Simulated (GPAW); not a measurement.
# Ballistic transport through a Pb chain with two Cu atoms in line, from relaxation to T(E), part 2 of 2

Aim: the conductance of a Pb chain with two Cu atoms in line after relaxation, and whether geometry, basis or functional moves it most.

GPAW 26.7.0; GPAW LCAO, PAW setups; relaxation of the junction within the symmetry of its start, lead ends held (the session's first sound run).

So far, transmission at the Fermi level (one spin): step 3 (GPAW, dzp) 1.02; step 4 (basis szp(dzp)) 1.04; step 5 (basis sz(dzp)) 1.05.

### 6. LDA in the dzp basis: xc = "LDA"

Level of this step: GPAW LCAO, PAW setups; Landauer transmission from Green's functions with principal layers (ASE), zero bias (GPAW).

Back in the dzp basis, the functional changes from PBE to LDA, to set the spread between functionals beside that between bases.

Contents of run.py:

```python
import json
import numpy as np
from ase import Atoms
from ase.transport.calculators import TransportCalculator
from gpaw import GPAW, FermiDirac
from gpaw.lcao.tools import get_lcao_hamiltonian
from scipy.linalg import eigh

# The junction with lead layers at both ends, along the third cell vector
device = Atoms(
    ['Pb', 'Pb', 'Pb', 'Pb', 'Pb', 'Pb', 'Cu', 'Cu', 'Pb', 'Pb', 'Pb', 'Pb', 'Pb', 'Pb'],
    positions=[
        [4.50000, 4.50000, 1.45000],
        [4.50000, 4.50000, 4.35000],
        [4.50000, 4.50000, 7.25000],
        [4.50000, 4.50000, 10.15000],
        [4.50000, 4.50000, 13.05000],
        [4.50000, 4.50000, 15.91733],
        [4.50000, 4.50000, 18.49494],
        [4.50000, 4.50000, 20.82766],
        [4.50000, 4.50000, 23.40527],
        [4.50000, 4.50000, 26.27260],
        [4.50000, 4.50000, 29.17260],
        [4.50000, 4.50000, 32.07260],
        [4.50000, 4.50000, 34.97260],
        [4.50000, 4.50000, 37.87260]],
    cell=[[9.0, 0.0, 0.0], [0.0, 9.0, 0.0], [0.0, 0.0, 39.3226]],
    pbc=True)

# One principal layer of the lead: the first 3 atoms of the device
lead = Atoms(
    ['Pb', 'Pb', 'Pb'],
    positions=[
        [4.50000, 4.50000, 1.45000],
        [4.50000, 4.50000, 4.35000],
        [4.50000, 4.50000, 7.25000]],
    cell=[[9.0, 0.0, 0.0], [0.0, 9.0, 0.0], [0.0, 0.0, 8.7]],
    pbc=True)

settings = dict(mode='lcao', basis='dzp', xc='LDA', h=0.2,
                occupations=FermiDirac(0.1), maxiter=250,
                mixer=dict(beta=0.1, nmaxold=8, weight=100.0),
                convergence=dict(density=0.0001))
energies = np.arange(-2, 2 + 1e-9, 0.025)
eta = 0.0001
n1, n2 = 1, 1
# k and -k transmit alike, so half of the mesh across the current serves
mesh = [(i, j) for i in range(n1) for j in range(n2) if (i, j) <= (-i % n1, -j % n2)]
weights = np.array([1 if (i, j) == (-i % n1, -j % n2) else 2 for i, j in mesh]) / (n1 * n2)

# [... helper functions left out ...]
fermi_lead = ground_state(lead, (1, 1, 13), 'lead.txt')
fermi_device = ground_state(device, (1, 1, 2), 'device.txt')
# [... loop over the mesh left out, but for ...]
        # Shift the lead onto the potential of the device's first layer
        shift = ((H[:, 0, 0] - H0[:, 0, 0]) / S0[0, 0]).real.mean()
# [...]
kT = 8.617333e-5 * 300
bias = [0.1, 0.2, 0.5, 1.0, 1.5, 2.0]
# [... integrals and printing left out ...]
```

Started as:

```console
$ OMP_NUM_THREADS=1 OPENBLAS_NUM_THREADS=1 python run.py
```

Output:

```text
basis functions: device 306, principal layer 69
Fermi level: lead -2.8325 eV, device -2.8974 eV; lead shifted by -0.0111 eV
largest coupling past the next layer 2.83e-08 eV, largest misfit of the first layer 0.023 eV
  E-E_F (eV)   T (one spin)  channels
    -2.000    9.9861e-01    1.0000
    -1.975    9.9819e-01    1.0000
    -1.950    9.9737e-01    1.0000
[...]
1.975    6.8427e-01    3.0000
     2.000    6.8359e-01    3.0000
conductance at 300 K: 1.0162 G0 a cell; thermopower 1.952 uV/K
current from the zero-bias T(E) at 0.1 V: 7.8681 uA
current from the zero-bias T(E) at 0.2 V: 15.702 uA
current from the zero-bias T(E) at 0.5 V: 38.892 uA
current from the zero-bias T(E) at 1.0 V: 76.198 uA
current from the zero-bias T(E) at 1.5 V: 111.87 uA
current from the zero-bias T(E) at 2.0 V: 146.18 uA
```

Wall time 64 s (1 thread of Arm Neoverse V1, shared host); peak memory 1.3 GiB.

This step gave:

* conductance: 1.016 G₀
* thermopower: 1.952 μV/K
* largest coupling past the next principal layer: 2.83e-8 eV
* largest misfit of the first principal layer: 0.02253 eV
* shift that aligns the lead: -0.01107 eV
* basis functions of the junction: 306
* basis functions of a principal layer: 69
* transmission at the Fermi level (one spin): 1.018

One spin. Table of transmission, zone mean by energy, zero at the Fermi level:

energy (eV), transmission, zone mean and a bar:
```
   -2.000       1.00 #############################
   -1.900       0.99 ############################
   -1.800       0.97 ############################
   -1.700       0.87 #########################
   -1.600       0.54 ###############
   -1.500       0.06 #
   -1.400       0.07 #
   -1.300       0.18 #####
   -1.200       0.02 
   -1.100       0.61 #################
   -1.000       0.95 ###########################
   -0.900       0.99 ############################
   -0.800       0.99 ############################
   -0.700       0.99 ############################
   -0.600       1.01 #############################
   -0.500       1.02 #############################
   -0.400       1.03 #############################
   -0.300       1.03 ##############################
   -0.200       1.04 ##############################
   -0.150       1.05 ##############################
   -0.100       1.04 ##############################
    0.000       1.02 #############################
    0.100       0.98 ############################
    0.200       0.95 ###########################
    0.300       0.92 ##########################
    0.400       0.89 #########################
    0.500       0.86 #########################
    0.600       0.84 ########################
    0.700       0.82 #######################
    0.800       0.81 #######################
    0.900       0.79 ######################
    1.000       0.77 ######################
    1.100       0.75 #####################
    1.200       0.74 #####################
    1.300       0.73 #####################
    1.400       0.72 ####################
    1.500       0.71 ####################
    1.600       0.70 ####################
    1.700       0.70 ####################
    1.800       0.69 ####################
    1.900       0.69 ###################
    2.000       0.68 ###################
```

The conductance equals that of the dzp run to 0.2 %.

### 7. The structure as built: geometry = "as built"

The dzp basis with PBE on the structure as first built shows what the relaxation was worth.

run.py: that of step 6 with these lines changed.

```diff
@@ -17,6 +17,6 @@
         [4.50000, 4.50000, 13.05000],
-        [4.50000, 4.50000, 15.91733],
-        [4.50000, 4.50000, 18.49494],
-        [4.50000, 4.50000, 20.82766],
-        [4.50000, 4.50000, 23.40527],
+        [4.50000, 4.50000, 15.95000],
+        [4.50000, 4.50000, 18.51130],
+        [4.50000, 4.50000, 20.81130],
+        [4.50000, 4.50000, 23.37260],
         [4.50000, 4.50000, 26.27260],
@@ -39,3 +39,3 @@
 
-settings = dict(mode='lcao', basis='dzp', xc='LDA', h=0.2,
+settings = dict(mode='lcao', basis='dzp', xc='PBE', h=0.2,
                 occupations=FermiDirac(0.1), maxiter=250,
```

Output:

```text
basis functions: device 306, principal layer 69
Fermi level: lead -2.5493 eV, device -2.5995 eV; lead shifted by -0.0040 eV
largest coupling past the next layer 2.76e-08 eV, largest misfit of the first layer 0.019 eV
  E-E_F (eV)   T (one spin)  channels
    -2.000    9.9226e-01    1.0000
    -1.975    9.8993e-01    1.0000
    -1.950    9.8657e-01    1.0000
[...]
1.975    6.7546e-01    3.0000
     2.000    6.7413e-01    3.0000
conductance at 300 K: 1.046 G0 a cell; thermopower 2.135 uV/K
current from the zero-bias T(E) at 0.1 V: 8.1031 uA
current from the zero-bias T(E) at 0.2 V: 16.204 uA
current from the zero-bias T(E) at 0.5 V: 40.092 uA
current from the zero-bias T(E) at 1.0 V: 78.077 uA
current from the zero-bias T(E) at 1.5 V: 114.2 uA
current from the zero-bias T(E) at 2.0 V: 148.83 uA
```

Run time: 73 s. Hardware: 1 thread; peak memory 1.3 GiB.

Numbers from this step:

```
conductance                                    : 1.046 G₀
thermopower                                    : 2.135 μV/K
largest coupling past the next principal layer : 2.76e-8 eV
largest misfit of the first principal layer    : 0.01947 eV
shift that aligns the lead                     : -0.003991 eV
transmission at the Fermi level (one spin)     : 1.047
```

One spin. Transmission, zone mean against energy, zero at the Fermi level:

energy (eV), transmission, zone mean and a bar:
```
   -2.000       0.99 ##########################
   -1.900       0.98 ##########################
   -1.800       0.91 ########################
   -1.700       0.69 ##################
   -1.600       0.19 #####
   -1.500       0.02 #
   -1.400       0.20 #####
   -1.350       0.25 ######
   -1.300       0.22 ######
   -1.200       0.00 
   -1.100       0.77 ####################
   -1.000       0.97 #########################
   -0.900       0.99 ##########################
   -0.800       0.99 ##########################
   -0.700       0.99 ##########################
   -0.600       1.01 ###########################
   -0.500       1.03 ###########################
   -0.400       1.04 ###########################
   -0.300       1.05 ###########################
   -0.200       1.06 ############################
   -0.125       1.14 ##############################
   -0.100       1.07 ############################
    0.000       1.05 ###########################
    0.100       1.01 ###########################
    0.200       0.98 ##########################
    0.300       0.94 #########################
    0.400       0.91 ########################
    0.500       0.89 #######################
    0.600       0.86 #######################
    0.700       0.84 ######################
    0.800       0.84 ######################
    0.900       0.80 #####################
    1.000       0.78 ####################
    1.100       0.76 ####################
    1.200       0.75 ####################
    1.300       0.74 ###################
    1.400       0.72 ###################
    1.500       0.71 ###################
    1.600       0.70 ##################
    1.700       0.69 ##################
    1.800       0.69 ##################
    1.900       0.68 ##################
    2.000       0.67 ##################
```

The conductance, 1.05 G₀, lies 3.0 % above that of the dzp run.

### 8. The ladder

Times are for 1 thread of Arm Neoverse V1, shared host. Results by setting:

| no. | run | conductance (G₀) | time | memory (GiB) |
| --- | --- | --- | --- | --- |
| 1 | dzp | 1.016 | 72 s | 1.3 |
| 2 | szp | 1.039 | 75 s | 1.2 |
| 3 | sz | 1.053 | 43 s | 1.1 |
| 4 | dzp LDA | 1.016 | 64 s | 1.3 |
| 5 | asbuilt | 1.046 | 73 s | 1.3 |

### 9. Comparison

The curves are compared point by point over the common energies.

This step: comparison of transmission and cost over codes, levels and geometry (GPAW 26.7.0).

Ladder, by row:

| step | code | T at the Fermi level (sum over the listed spins) | conductance (G0) | r.m.s. T(E) from the first | wall time (s) | peak memory (GiB) | threads |
| --- | --- | --- | --- | --- | --- | --- | --- |
| dzp | GPAW | 1.018 | 1.016 | 0 | 71.76 | 1.27 | 1 |
| szp | GPAW | 1.041 | 1.039 | 0.07953 | 75.02 | 1.25 | 1 |
| sz | GPAW | 1.054 | 1.053 | 0.1996 | 42.76 | 1.14 | 1 |
| dzp-LDA | GPAW | 1.018 | 1.016 | 0.02191 | 64.22 | 1.27 | 1 |
| asbuilt | GPAW | 1.047 | 1.046 | 0.09027 | 73.49 | 1.27 | 1 |

Transmission, zone mean, sum over the listed spins against energy, zero at the Fermi level:

| energy (eV) | dzp | szp | sz | dzp-LDA | asbuilt |
| --- | --- | --- | --- | --- | --- |
| -2.000 | 0.999 | 0.998 | 0.997 | 0.999 | 0.992 |
| -1.800 | 0.973 | 0.992 | 0.990 | 0.967 | 0.911 |
| -1.600 | 0.583 | 0.747 | 0.00420 | 0.545 | 0.191 |
| -1.400 | 0.0671 | 0.0600 | 0.700 | 0.0654 | 0.202 |
| -1.325 | 0.191 | 0.251 | 0.731 | 0.168 | 0.244 |
| -1.275 | 0.211 | 0.324 | 0.708 | 0.167 | 0.181 |
| -1.250 | 0.191 | 0.336 | 0.674 | 0.136 | 0.115 |
| -1.200 | 0.0782 | 0.295 | 0.496 | 0.0226 | 4.8e-4 |
| -1.000 | 0.952 | 0.874 | 0.983 | 0.955 | 0.969 |
| -0.800 | 0.993 | 0.990 | 0.998 | 0.991 | 0.992 |
| -0.600 | 1.01 | 1.02 | 1.04 | 1.01 | 1.01 |
| -0.400 | 1.03 | 1.05 | 1.06 | 1.03 | 1.04 |
| -0.200 | 1.04 | 1.07 | 1.08 | 1.04 | 1.06 |
| -0.175 | 1.04 | 1.07 | 1.08 | 1.05 | 1.06 |
| -0.150 | 1.04 | 1.07 | 1.07 | 1.05 | 1.06 |
| -0.100 | 1.04 | 1.07 | 1.07 | 1.04 | 1.07 |
| 0.000 | 1.02 | 1.04 | 1.05 | 1.02 | 1.05 |
| 0.200 | 0.947 | 0.962 | 1.00 | 0.948 | 0.976 |
| 0.400 | 0.887 | 0.897 | 0.967 | 0.889 | 0.912 |
| 0.600 | 0.840 | 0.848 | 0.942 | 0.841 | 0.862 |
| 0.800 | 0.815 | 0.809 | 0.921 | 0.808 | 0.837 |
| 1.000 | 0.765 | 0.776 | 0.904 | 0.770 | 0.780 |
| 1.200 | 0.738 | 0.750 | 0.891 | 0.742 | 0.749 |
| 1.400 | 0.717 | 0.729 | 0.881 | 0.719 | 0.723 |
| 1.600 | 0.701 | 0.715 | 0.875 | 0.702 | 0.702 |
| 1.800 | 0.690 | 0.705 | 0.872 | 0.691 | 0.686 |
| 2.000 | 0.683 | 0.700 | 0.873 | 0.684 | 0.674 |

### 10. K-points along the lead 2, mixing 0.25, mixing history 12

The lead's own mesh along the current sets its density and potential; where the lead is aligned to the junction's end layer, a rigid shift drops out. Mixing changes the road to self-consistency, not its end. The mixing history changes the road to self-consistency, not its end. The SCF mesh sets the Fermi level of the repeated cell.

This step: GPAW LCAO, PAW setups; Landauer transmission from Green's functions with principal layers (ASE), zero bias (GPAW 26.7.0).

run.py: that of step 7 with these lines changed.

```diff
@@ -17,6 +17,6 @@
         [4.50000, 4.50000, 13.05000],
-        [4.50000, 4.50000, 15.95000],
-        [4.50000, 4.50000, 18.51130],
-        [4.50000, 4.50000, 20.81130],
-        [4.50000, 4.50000, 23.37260],
+        [4.50000, 4.50000, 15.91733],
+        [4.50000, 4.50000, 18.49494],
+        [4.50000, 4.50000, 20.82766],
+        [4.50000, 4.50000, 23.40527],
         [4.50000, 4.50000, 26.27260],
@@ -41,3 +41,3 @@
                 occupations=FermiDirac(0.1), maxiter=250,
-                mixer=dict(beta=0.1, nmaxold=8, weight=100.0),
+                mixer=dict(beta=0.25, nmaxold=12, weight=100.0),
                 convergence=dict(density=0.0001))
@@ -51,4 +51,4 @@
 # [... helper functions left out ...]
-fermi_lead = ground_state(lead, (1, 1, 13), 'lead.txt')
-fermi_device = ground_state(device, (1, 1, 2), 'device.txt')
+fermi_lead = ground_state(lead, (1, 1, 2), 'lead.txt')
+fermi_device = ground_state(device, (1, 1, 6), 'device.txt')
 # [... loop over the mesh left out, but for ...]
```

Output:

```text
basis functions: device 306, principal layer 69
Fermi level: lead -2.7520 eV, device -2.6096 eV; lead shifted by 0.1346 eV
largest coupling past the next layer 2.75e-08 eV, largest misfit of the first layer 0.201 eV
  E-E_F (eV)   T (one spin)  channels
    -2.000    9.9754e-01    1.0000
    -1.975    9.9723e-01    1.0000
    -1.950    9.9727e-01    1.0000
    -1.925    9.9763e-01    1.0000
    -1.900    9.9820e-01    1.0000
    -1.875    9.9871e-01    1.0000
    -1.850    9.9875e-01    1.0000
    -1.825    9.9772e-01    1.0000
    -1.800    9.9477e-01    1.0000
    -1.775    9.8873e-01    1.0000
    -1.750    9.7802e-01    1.0000
    -1.725    9.6047e-01    1.0000
    -1.700    9.3325e-01    1.0000
    -1.675    8.9271e-01    1.0000
    -1.650    8.3456e-01    1.0000
    -1.625    7.5444e-01    1.0000
[...]
1.825    6.9963e-01    3.0000
     1.850    6.9928e-01    3.0000
     1.875    6.9893e-01    3.0000
     1.900    6.9858e-01    3.0000
     1.925    6.9825e-01    3.0000
     1.950    6.9794e-01    3.0000
     1.975    6.9766e-01    3.0000
     2.000    6.9741e-01    3.0000
conductance at 300 K: 1.0474 G0 a cell; thermopower 0.1639 uV/K
current from the zero-bias T(E) at 0.1 V: 8.104 uA
current from the zero-bias T(E) at 0.2 V: 16.145 uA
current from the zero-bias T(E) at 0.5 V: 39.629 uA
current from the zero-bias T(E) at 1.0 V: 77.59 uA
current from the zero-bias T(E) at 1.5 V: 112.91 uA
current from the zero-bias T(E) at 2.0 V: 146.77 uA
```

It took 95 s on 1 thread; peak memory 1.4 GiB.

The run finished with changed settings (lead_nz = 2, beta = 0.25, nmaxold = 12 and scf_mesh = [1, 1, 6]); it serves as a test.

The two runs compared:

| quantity | this run | sound run | difference |
| --- | --- | --- | --- |
| conductance (G₀) | 1.0474 | 1.0158 | 0.0316 |
| largest coupling past the next principal layer (eV) | 2.754e-8 | 2.756e-8 | -2.2e-11 |
| largest misfit of the first principal layer (eV) | 0.20108 | 0.020435 | 0.181 |
| shift that aligns the lead (eV) | 0.13462 | -0.0016141 | 0.136 |
| transmission at the Fermi level (one spin) | 1.0545 | 1.0178 | 0.0367 |

One result that differs is the largest misfit of the first principal layer, 0.201 eV against 0.0204 eV.

### 11. Summary of results

| Property | Result |
| --- | --- |
| conductance | 1.02 G₀ |
| transmission at the Fermi level, mean of the spins | 1.02 |
| thermopower | 1.82 μV/K |
| open channels of the lead there | 3 |

In words: In the dzp basis the junction conducts 1.02 G₀ at 300 K, with T = 1.02 a spin at the Fermi level; the sz basis reaches that conductance within 10 %. Relaxation moved atoms by up to 0.033 Å and took the conductance from 1.05 to 1.02 G₀, as a ratio about as much as the step from dzp to the minimal basis. The scatterer reflects about 66 % of the incoming channels at the Fermi level. At the Fermi level the three most open eigenchannels pass 0.92, 0.051 and 0.051. Measured against the first run (dzp), the nearest curve is that of dzp-LDA (r.m.s. 0.022) and the farthest that of sz (0.20). Over the compared runs wall time goes from 43 s (sz) to 75 s (szp), on a shared host. The leads kept an estimated spacing and the cell its length, so the junction may be under some tension or compression. The geometry comes from the orbital basis, which tends to overbind, and kept the symmetry of the start, so a structure of lower symmetry may lie lower. Spin-orbit coupling is left out, which matters for the heavy atoms here. An evenly spaced straight chain is an idealisation: free chains tend to dimerise, zigzag or, where a band edge lies near the Fermi level, turn magnetic. The currents use the zero-bias T(E) throughout, which holds only while the bias is small against the distance to the nearest feature.

[Logs are printed without paths, hosts, clocks, repeated set-up lines and the standing remarks that a program may print on its own settings, such as how far it seeks lower states.]

[Hosts, paths, dates, database ids (printed as entryN), source tags and the programs' standing remarks are cut or masked in the printed files.]
